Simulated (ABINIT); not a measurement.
# HgTe (Pm-3m): zone-centre phonons

Which modes does HgTe (Pm-3m) have at the zone centre?

Program: ABINIT 10.8.3. Level of theory: DFT LDA, scalar-relativistic, plane waves, PseudoDojo norm-conserving pseudopotentials. Results are calculated unless marked as measured.

The structure was built from a prototype and need not be the compound's stable phase.

### Step 1. Starting point

The structure is cubic, space group Pm-3m (No. 221). The conventional cell has a = 3.879 Å, b = 3.879 Å, c = 3.879 Å, α = 90.00°, β = 90.00°, γ = 90.00°. Nearest to Hg lie 8 Te at 3.36 Å. Nearest to Te lie 8 Hg at 3.36 Å. Farther neighbours and most contacts between anions are not listed.

Coordinates:

```cif
data_structure
_symmetry_space_group_name_H-M 'Pm-3m'
_symmetry_Int_Tables_number 221
_cell_length_a 3.8789
_cell_length_b 3.8789
_cell_length_c 3.8789
_cell_angle_alpha 90.000
_cell_angle_beta 90.000
_cell_angle_gamma 90.000
_cell_volume 58.36
loop_
_atom_site_label
_atom_site_type_symbol
_atom_site_symmetry_multiplicity
_atom_site_Wyckoff_symbol
_atom_site_fract_x
_atom_site_fract_y
_atom_site_fract_z
_atom_site_occupancy
Hg1 Hg 1 a 0.00000 0.00000 0.00000 1
Te1 Te 1 b 0.50000 0.50000 0.50000 1
```

### Step 2. A first look

A first run with smearing and empty bands tells whether the crystal has a gap, which decides between fixed occupations and smearing later on.

Contents of probe.abi:

```
# ground state
tolvrs 1.0d-08
prtden 1
prtwf 1

# basis, mesh and filling
ecut 34.0
ngkpt 6 6 6
nshiftk 1
shiftk 0.0 0.0 0.0
istwfk *1
occopt 7
tsmear 0.005
nband 26
nstep 100
diemac 9.0
prtebands 0
prtgsr 0

# cell and atoms
acell 3*1.0 Angstrom
rprim 
    3.87887 0.0 0.0
    0.0 3.87887 0.0
    0.0 0.0 3.87887
ntypat 2
znucl 80 52
natom 2
typat 1 2
xred 
    0.0 0.0 0.0
    0.5 0.5 0.5
pp_dirpath "./pseudo"
pseudos "Hg.upf, Te.upf"
```

Command:

```sh
$ OMP_NUM_THREADS=1 mpirun -n 4 abinit probe.abi > probe.log
```

Numbers of over 12 decimals in the logs are rounded to 6 here.

probe.abo, the main output file:

```text
[banners, grids, parts of the stress and lines that vanish by symmetry left out]
- input  file    -> probe.abi
- output file    -> probe.abo
- root for input  files -> probei
[...]
Symmetries : space group Pm -3 m (#221); Bravais cP (primitive cubic)
[...]
mpw =        3771          nfft =       64000          nkpt =          20
[...]
== DATASET  1 ==================================================================
[...]
cutoff_energies: {ecut:  34.0, pawecutdg:  -1.0, }
[...]
ETOT  1  -271.24060177666    -2.712E+02 8.153E-02 3.709E+01
 ETOT  2  -271.32726824369    -8.667E-02 1.432E-02 1.225E+01
 ETOT  3  -271.32921179409    -1.944E-03 6.036E-03 2.329E-01
 ETOT  4  -271.32926561079    -5.382E-05 1.467E-03 2.355E-02
 ETOT  5  -271.32927392310    -8.312E-06 2.512E-03 4.573E-05
 ETOT  6  -271.32927393140    -8.299E-09 3.641E-04 7.185E-07
 ETOT  7  -271.32927393159    -1.912E-10 5.162E-04 1.859E-08
 ETOT  8  -271.32927393160    -8.470E-12 4.636E-04 1.017E-09
 At SCF step    8       vres2   =  1.02E-09 < tolvrs=  1.00E-08 =>converged.
[...]
sigma(1 1)=  2.37816036E-04  sigma(3 2)=  0.00000000E+00
  sigma(2 2)=  2.37816036E-04  sigma(3 1)=  0.00000000E+00
  sigma(3 3)=  2.37816036E-04  sigma(2 1)=  0.00000000E+00
[...]
convergence: {deltae: -8.470E-12, res2:  1.017E-09, residm:  4.636E-04, diffor: null, }
etotal    :  -2.71329274E+02
[...]
sigma(1 1)=  2.37816036E-04  sigma(3 2)=  0.00000000E+00
  sigma(2 2)=  2.37816036E-04  sigma(3 1)=  0.00000000E+00
  sigma(3 3)=  2.37816036E-04  sigma(2 1)=  0.00000000E+00
[...]
- sigma(1 1)=  6.99678935E+00  sigma(3 2)=  0.00000000E+00
- sigma(2 2)=  6.99678935E+00  sigma(3 1)=  0.00000000E+00
- sigma(3 3)=  6.99678935E+00  sigma(2 1)=  0.00000000E+00
[...]
fcart     -0.0000000000E+00 -0.0000000000E+00 -0.0000000000E+00
           strten      2.3781603640E-04  2.3781603640E-04  2.3781603640E-04
================================================================================

[key lines of the parts left out:]
pressure_GPa:  -6.9968E+00
```

Elapsed: 13 s, on 4 MPI ranks of Arm Neoverse V2, shared host; 53 s of CPU time.

This step gave:

| Item | Value |
| --- | --- |
| volume per atom | 29.18 Å³ |
| pressure | -6.997 GPa |
| gap on the k-mesh | 0 eV |

No gap opens on this mesh, so smearing is kept; the printed pressure holds the stress of the finite basis too.

### Step 3. Rough relaxation

The typed start is rough, so a first relaxation with smearing and loose thresholds takes it towards rest cheaply.

Contents of prerelax.abi:

```
# relaxation
ionmov 2
optcell 2
dilatmx 1.15
chkdilatmx 0
ntime 40
tolmxf 3.0d-04
tolvrs 1.0d-10
prtwf 0
prtden 0
chksymtnons 0

# basis, mesh and filling
ecut 34.0
ecutsm 3.0
ngkpt 4 4 4
nshiftk 1
shiftk 0.0 0.0 0.0
istwfk *1
occopt 7
tsmear 0.005
nband 26
nstep 100
diemac 1000000.0
prtebands 0
prtgsr 0

# cell and atoms
acell 3*1.0 Angstrom
rprim 
    3.87887 0.0 0.0
    0.0 3.87887 0.0
    0.0 0.0 3.87887
ntypat 2
znucl 80 52
natom 2
typat 1 2
xred 
    0.0 0.0 0.0
    0.5 0.5 0.5
pp_dirpath "./pseudo"
pseudos "Hg.upf, Te.upf"
```

Command:

```sh
$ OMP_NUM_THREADS=1 mpirun -n 4 abinit prerelax.abi > prerelax.log
```

prerelax.abo, the main output file:

```text
[banners, grids, parts of the stress and lines that vanish by symmetry left out]
- input  file    -> prerelax.abi
- output file    -> prerelax.abo
- root for input  files -> prerelaxi
[...]
Symmetries : space group Pm -3 m (#221); Bravais cP (primitive cubic)
[...]
mpw =        5702          nfft =      110592          nkpt =          10
[...]
== DATASET  1 ==================================================================
[...]
cutoff_energies: {ecut:  34.0, pawecutdg:  -1.0, }
[...]
ETOT  1  -271.24385423554    -2.712E+02 5.823E-02 3.075E+01
 ETOT  2  -271.32704861554    -8.319E-02 3.090E-03 6.672E+00
 ETOT  3  -271.32771250929    -6.639E-04 3.221E-03 2.598E-01
 ETOT  4  -271.32774204747    -2.954E-05 4.536E-04 3.375E-02
 ETOT  5  -271.32774876372    -6.716E-06 7.511E-04 1.387E-04
[...]
At SCF step    9       vres2   =  2.40E-12 < tolvrs=  1.00E-10 =>converged.
[...]
ETOT  8  -271.33535096448     1.575E-11 2.591E-05 8.214E-13
 At SCF step    8       vres2   =  8.21E-13 < tolvrs=  1.00E-10 =>converged.
[...]
sigma(1 1)= -1.22746842E-07  sigma(3 2)=  0.00000000E+00
  sigma(2 2)= -1.22746842E-07  sigma(3 1)=  0.00000000E+00
  sigma(3 3)= -1.22746842E-07  sigma(2 1)=  0.00000000E+00
[...]
convergence: {deltae:  1.575E-11, res2:  8.214E-13, residm:  2.591E-05, diffor: null, }
etotal    :  -2.71335351E+02
[...]
At Broyd/MD step   6, gradients are converged :
[...]
sigma(1 1)= -1.22746842E-07  sigma(3 2)=  0.00000000E+00
  sigma(2 2)= -1.22746842E-07  sigma(3 1)=  0.00000000E+00
  sigma(3 3)= -1.22746842E-07  sigma(2 1)=  0.00000000E+00
[...]
- sigma(1 1)= -3.61133677E-03  sigma(3 2)=  0.00000000E+00
- sigma(2 2)= -3.61133677E-03  sigma(3 1)=  0.00000000E+00
- sigma(3 3)= -3.61133677E-03  sigma(2 1)=  0.00000000E+00
[...]
fcart     -0.0000000000E+00 -0.0000000000E+00 -0.0000000000E+00
           strten     -1.2274684182E-07 -1.2274684183E-07 -1.2274684184E-07
================================================================================

[key lines of the parts left out:]
pressure_GPa:   3.6113E-03
Total energy (etotal) [Ha]= -2.71335350964481E+02
```

Run time: 67 s. Hardware: 4 MPI ranks.

Step by step:

| step | energy less that of the first step (eV) | largest force (eV/Å) | volume (Å³) |
| --- | --- | --- | --- |
| 1 | 0.0000 | 0.0000 | 58.36 |
| 2 | -0.0453 | 0.0000 | 57.20 |
| 3 | -0.1694 | 0.0000 | 46.94 |
| 4 | -0.2041 | 0.0000 | 50.66 |
| 5 | -0.2068 | 0.0000 | 49.91 |
| 6 | -0.2069 | 0.0000 | 49.81 |

```
conventional cell, symmetrised  before  after   change
                         a (Å)   3.879  3.679   -5.1 %
                         b (Å)   3.879  3.679   -5.1 %
                         c (Å)   3.879  3.679   -5.1 %
              volume (Å³/atom)   29.18  24.91  -14.6 %
```

Final coordinates:

```cif
data_structure
_symmetry_space_group_name_H-M 'P 1'
_symmetry_Int_Tables_number 1
_cell_length_a 3.6794
_cell_length_b 3.6794
_cell_length_c 3.6794
_cell_angle_alpha 90.000
_cell_angle_beta 90.000
_cell_angle_gamma 90.000
_cell_volume 49.81
loop_
_atom_site_label
_atom_site_type_symbol
_atom_site_fract_x
_atom_site_fract_y
_atom_site_fract_z
_atom_site_occupancy
Hg1 Hg 0.00000 0.00000 0.00000 1
Te2 Te 0.50000 0.50000 0.50000 1
```

This step gave:

```yaml
volume_per_atom: 24.91 Å³
pressure: 0.003611 GPa
```

The volume changes by -14.6 % in this run and stands -14.6 % from the first cell.

### Step 4. Rough relaxation

The cell changed much, so the rough relaxation is repeated on a basis made for the new cell.

prerelax.abi, as its differences from that of step 3:

```diff
@@ -30,5 +30,5 @@
 rprim 
-    3.87887 0.0 0.0
-    0.0 3.87887 0.0
-    0.0 0.0 3.87887
+    3.679443559 0.0 0.0
+    0.0 3.679443559 0.0
+    0.0 0.0 3.679443559
 ntypat 2
```

prerelax.abo, the main output file:

```text
[banners, grids, parts of the stress and lines that vanish by symmetry left out]
- input  file    -> prerelax.abi
- output file    -> prerelax.abo
- root for input  files -> prerelaxi
[...]
Symmetries : space group Pm -3 m (#221); Bravais cP (primitive cubic)
[...]
mpw =        4945          nfft =       91125          nkpt =          10
[...]
== DATASET  1 ==================================================================
[...]
cutoff_energies: {ecut:  34.0, pawecutdg:  -1.0, }
[...]
ETOT  1  -271.24873624967    -2.712E+02 6.396E-02 3.915E+01
 ETOT  2  -271.33371367770    -8.498E-02 4.999E-03 1.314E+01
 ETOT  3  -271.33531927487    -1.606E-03 2.264E-03 1.736E-01
 ETOT  4  -271.33534831576    -2.904E-05 1.059E-03 1.172E-02
 ETOT  5  -271.33535098047    -2.665E-06 2.995E-04 1.150E-04
 ETOT  6  -271.33535098827    -7.800E-09 2.865E-04 6.472E-06
 ETOT  7  -271.33535098912    -8.549E-10 1.266E-04 1.177E-08
 ETOT  8  -271.33535098913    -5.002E-12 8.391E-05 1.019E-10
 ETOT  9  -271.33535098912     6.708E-12 7.759E-05 1.065E-12
 At SCF step    9       vres2   =  1.06E-12 < tolvrs=  1.00E-10 =>converged.
[...]
sigma(1 1)= -1.22789709E-07  sigma(3 2)=  0.00000000E+00
  sigma(2 2)= -1.22789709E-07  sigma(3 1)=  0.00000000E+00
  sigma(3 3)= -1.22789709E-07  sigma(2 1)=  0.00000000E+00
[...]
convergence: {deltae:  6.708E-12, res2:  1.065E-12, residm:  7.759E-05, diffor: null, }
etotal    :  -2.71335351E+02
[...]
At Broyd/MD step   1, gradients are converged :
[...]
sigma(1 1)= -1.22789709E-07  sigma(3 2)=  0.00000000E+00
  sigma(2 2)= -1.22789709E-07  sigma(3 1)=  0.00000000E+00
  sigma(3 3)= -1.22789709E-07  sigma(2 1)=  0.00000000E+00
[...]
- sigma(1 1)= -3.61259797E-03  sigma(3 2)=  0.00000000E+00
- sigma(2 2)= -3.61259797E-03  sigma(3 1)=  0.00000000E+00
- sigma(3 3)= -3.61259797E-03  sigma(2 1)=  0.00000000E+00
[...]
fcart     -0.0000000000E+00 -0.0000000000E+00 -0.0000000000E+00
           strten     -1.2278970907E-07 -1.2278970908E-07 -1.2278970908E-07
================================================================================

[key lines of the parts left out:]
pressure_GPa:   3.6126E-03
Total energy (etotal) [Ha]= -2.71335350989123E+02
```

Run time: 13 s. Hardware: 4 MPI ranks.

Little changed from the start: no atom moved by 0.005 Å and no cell edge by 0.1 %.

Numbers from this step:

* pressure: 0.003613 GPa

The volume changes by +0.0 % in this run and stands -14.6 % from the first cell.

### Step 5. Relaxation

The harmonic expansion needs vanishing forces, and a free crystal bears no stress, so cell and atoms are brought to rest. Stress is more sensitive to the basis than forces are: the last 3 Ha under the cutoff are smoothed with ecutsm, and the cutoff is raised above that of the later runs.

Contents of relax.abi:

```
# relaxation
ionmov 2
optcell 2
dilatmx 1.08
ntime 40
tolmxf 1.0d-05
tolvrs 1.0d-14
prtwf 0
prtden 0
chksymtnons 0

# basis, mesh and filling
ecut 42.0
ecutsm 3.0
ngkpt 8 8 8
nshiftk 1
shiftk 0.0 0.0 0.0
istwfk *1
occopt 3
tsmear 0.01
nband 26
nstep 100
diemac 1000000.0
prtebands 0
prtgsr 0

# cell and atoms
acell 3*1.0 Angstrom
rprim 
    3.679443561 0.0 0.0
    0.0 3.679443561 0.0
    0.0 0.0 3.679443561
ntypat 2
znucl 80 52
natom 2
typat 1 2
xred 
    0.0 0.0 0.0
    0.5 0.5 0.5
pp_dirpath "./pseudo"
pseudos "Hg.upf, Te.upf"
```

Command:

```sh
$ OMP_NUM_THREADS=1 mpirun -n 4 abinit relax.abi > relax.log
```

relax.abo, the main output file:

```text
[banners, grids, parts of the stress and lines that vanish by symmetry left out]
- input  file    -> relax.abi
- output file    -> relax.abo
- root for input  files -> relaxi
[...]
Symmetries : space group Pm -3 m (#221); Bravais cP (primitive cubic)
[...]
mpw =        5538          nfft =       91125          nkpt =          35
[...]
== DATASET  1 ==================================================================
[...]
cutoff_energies: {ecut:  42.0, pawecutdg:  -1.0, }
[...]
ETOT  1  -271.25361382388    -2.713E+02 8.982E-02 6.618E+01
 ETOT  2  -271.34101411694    -8.740E-02 2.020E-02 1.530E+01
 ETOT  3  -271.34279938021    -1.785E-03 4.851E-03 3.582E-01
 ETOT  4  -271.34286195696    -6.258E-05 4.545E-03 8.495E-03
 ETOT  5  -271.34286395239    -1.995E-06 3.918E-03 9.593E-05
[...]
At SCF step   10       vres2   =  8.91E-15 < tolvrs=  1.00E-14 =>converged.
[...]
sigma(1 1)= -2.08575005E-05  sigma(3 2)=  0.00000000E+00
  sigma(2 2)= -2.08575005E-05  sigma(3 1)=  0.00000000E+00
  sigma(3 3)= -2.08575005E-05  sigma(2 1)=  0.00000000E+00
[...]
convergence: {deltae:  6.310E-12, res2:  8.909E-15, residm:  1.417E-04, diffor: null, }
etotal    :  -2.71342864E+02
[...]
ETOT  1  -271.34266727387    -2.713E+02 1.063E-04 1.548E+00
[...]
At SCF step   10       vres2   =  5.72E-16 < tolvrs=  1.00E-14 =>converged.
[...]
sigma(1 1)= -1.67935039E-05  sigma(3 2)=  0.00000000E+00
  sigma(2 2)= -1.67935039E-05  sigma(3 1)=  0.00000000E+00
  sigma(3 3)= -1.67935039E-05  sigma(2 1)=  0.00000000E+00
[...]
convergence: {deltae: -1.148E-11, res2:  5.716E-16, residm:  1.379E-05, diffor: null, }
etotal    :  -2.71342876E+02
[...]
ETOT  1  -271.33912308360    -2.713E+02 1.839E-05 2.767E+01
[...]
At SCF step   10       vres2   =  9.26E-15 < tolvrs=  1.00E-14 =>converged.
[...]
sigma(1 1)= -3.01103827E-07  sigma(3 2)=  0.00000000E+00
  sigma(2 2)= -3.01103827E-07  sigma(3 1)=  0.00000000E+00
  sigma(3 3)= -3.01103827E-07  sigma(2 1)=  0.00000000E+00
[...]
convergence: {deltae:  1.575E-11, res2:  9.259E-15, residm:  2.883E-06, diffor: null, }
etotal    :  -2.71342898E+02
[...]
ETOT  1  -271.34289703491    -2.713E+02 2.246E-06 9.041E-03
[...]
ETOT  8  -271.34289825497     4.263E-12 7.397E-07 1.272E-14
 ETOT  9  -271.34289825497    -5.684E-14 2.140E-07 2.111E-16
 At SCF step    9       vres2   =  2.11E-16 < tolvrs=  1.00E-14 =>converged.
[...]
sigma(1 1)= -4.50156012E-09  sigma(3 2)=  0.00000000E+00
  sigma(2 2)= -4.50156015E-09  sigma(3 1)=  0.00000000E+00
  sigma(3 3)= -4.50156011E-09  sigma(2 1)=  0.00000000E+00
[...]
convergence: {deltae: -5.684E-14, res2:  2.111E-16, residm:  2.140E-07, diffor: null, }
etotal    :  -2.71342898E+02
[...]
At Broyd/MD step   4, gradients are converged :
[...]
sigma(1 1)= -4.50156012E-09  sigma(3 2)=  0.00000000E+00
  sigma(2 2)= -4.50156015E-09  sigma(3 1)=  0.00000000E+00
  sigma(3 3)= -4.50156011E-09  sigma(2 1)=  0.00000000E+00
[...]
- sigma(1 1)= -1.32440471E-04  sigma(3 2)=  0.00000000E+00
- sigma(2 2)= -1.32440472E-04  sigma(3 1)=  0.00000000E+00
- sigma(3 3)= -1.32440471E-04  sigma(2 1)=  0.00000000E+00
[...]
fcart     -0.0000000000E+00 -0.0000000000E+00 -0.0000000000E+00
           strten     -4.5015601212E-09 -4.5015601455E-09 -4.5015601143E-09
================================================================================

[key lines of the parts left out:]
pressure_GPa:   1.3244E-04
Total energy (etotal) [Ha]= -2.71342898254968E+02
```

Wall time 2.5 min (4 MPI ranks).

Step by step:

```
step  energy less that of the first step (eV)  largest force (eV/Å)  volume (Å³)
   1                                   0.0000                0.0000        49.81
   2                                  -0.0003                0.0000        49.91
   3                                  -0.0009                0.0000        50.30
   4                                  -0.0009                0.0000        50.31
```

| conventional cell, symmetrised | before | after | change |
| --- | --- | --- | --- |
| a (Å) | 3.679 | 3.692 | +0.3 % |
| b (Å) | 3.679 | 3.692 | +0.3 % |
| c (Å) | 3.679 | 3.692 | +0.3 % |
| volume (Å³/atom) | 24.91 | 25.15 | +1.0 % |

The relaxed structure:

```xyz
2
Lattice="3.6915 0.0000 0.0000 0.0000 3.6915 0.0000 0.0000 0.0000 3.6915" Properties=species:S:1:pos:R:3 pbc="T T T"
Hg    0.0000    0.0000    0.0000
Te    1.8458    1.8458    1.8458
```

Read from the output:

| Property | Result |
| --- | --- |
| volume per atom | 25.15 Å³ |
| pressure | 1.32e-4 GPa |

The volume changes by +1.0 % in this run and stands -13.8 % from the first cell.

### Step 6. Self-consistent run for the response

First-order wavefunctions inherit every error of the ground state, hence the very tight tolvrs. Smearing stays on, as the first look found no gap above 0.3 eV.

Contents of gs.abi:

```
# ground state
tolvrs 1.0d-16
prtden 1
prtwf 1

# basis, mesh and filling
ecut 34.0
ngkpt 8 8 8
nshiftk 1
shiftk 0.0 0.0 0.0
istwfk *1
occopt 3
tsmear 0.01
nband 26
nstep 100
diemac 1000000.0
prtebands 0
prtgsr 0

# cell and atoms
acell 3*1.0 Angstrom
rprim 
    3.691528891 0.0 0.0
    0.0 3.691528891 0.0
    0.0 0.0 3.691528891
ntypat 2
znucl 80 52
natom 2
typat 1 2
xred 
    0.0 0.0 0.0
    0.5 0.5 0.5
pp_dirpath "./pseudo"
pseudos "Hg.upf, Te.upf"
```

Command:

```sh
$ OMP_NUM_THREADS=1 mpirun -n 4 abinit gs.abi > gs.log
```

gs.abo, the main output file:

```text
[banners, grids, parts of the stress and lines that vanish by symmetry left out]
- input  file    -> gs.abi
- output file    -> gs.abo
- root for input  files -> gsi
[...]
Symmetries : space group Pm -3 m (#221); Bravais cP (primitive cubic)
[...]
mpw =        3238          nfft =       64000          nkpt =          35
[...]
== DATASET  1 ==================================================================
[...]
cutoff_energies: {ecut:  34.0, pawecutdg:  -1.0, }
[...]
ETOT  1  -271.25740469217    -2.713E+02 6.010E-02 4.852E+01
 ETOT  2  -271.34033874643    -8.293E-02 1.148E-02 1.298E+01
 ETOT  3  -271.34262866898    -2.290E-03 9.388E-03 2.211E-01
 ETOT  4  -271.34268705184    -5.838E-05 3.077E-03 1.796E-03
 ETOT  5  -271.34268765888    -6.070E-07 6.353E-03 5.197E-05
[...]
ETOT 10  -271.34268766444     3.467E-12 1.296E-04 3.119E-15
 ETOT 11  -271.34268766444     6.821E-13 1.199E-04 2.721E-17
 At SCF step   11       vres2   =  2.72E-17 < tolvrs=  1.00E-16 =>converged.
[...]
sigma(1 1)=  1.34002250E-05  sigma(3 2)=  0.00000000E+00
  sigma(2 2)=  1.34002250E-05  sigma(3 1)=  0.00000000E+00
  sigma(3 3)=  1.34002250E-05  sigma(2 1)=  0.00000000E+00
[...]
convergence: {deltae:  6.821E-13, res2:  2.721E-17, residm:  1.199E-04, diffor: null, }
etotal    :  -2.71342688E+02
[...]
sigma(1 1)=  1.34002250E-05  sigma(3 2)=  0.00000000E+00
  sigma(2 2)=  1.34002250E-05  sigma(3 1)=  0.00000000E+00
  sigma(3 3)=  1.34002250E-05  sigma(2 1)=  0.00000000E+00
[...]
- sigma(1 1)=  3.94248231E-01  sigma(3 2)=  0.00000000E+00
- sigma(2 2)=  3.94248231E-01  sigma(3 1)=  0.00000000E+00
- sigma(3 3)=  3.94248231E-01  sigma(2 1)=  0.00000000E+00
[...]
fcart     -0.0000000000E+00 -0.0000000000E+00 -0.0000000000E+00
           strten      1.3400225000E-05  1.3400225000E-05  1.3400225000E-05
================================================================================

[key lines of the parts left out:]
pressure_GPa:  -3.9425E-01
```

Elapsed: 26 s, on 4 MPI ranks; 1.7 min of CPU time.

Numbers from this step:

| Item | Value |
| --- | --- |
| pressure | -0.3942 GPa |

The cell stands at -0.39 GPa: the relaxation ran with a smoothed and higher cutoff, and the difference is a stress of the finite basis.

(Part 1 of 2 ends here.)

[Host names and launcher messages were left out of these logs when they were recorded.]

[Logs are printed without paths, hosts, clocks, repeated set-up lines and the standing remarks that a program may print on its own settings, such as how far it seeks lower states.]

[Hosts, paths, dates, database ids (printed as entryN), source tags and the programs' standing remarks are cut or masked in the printed files.]
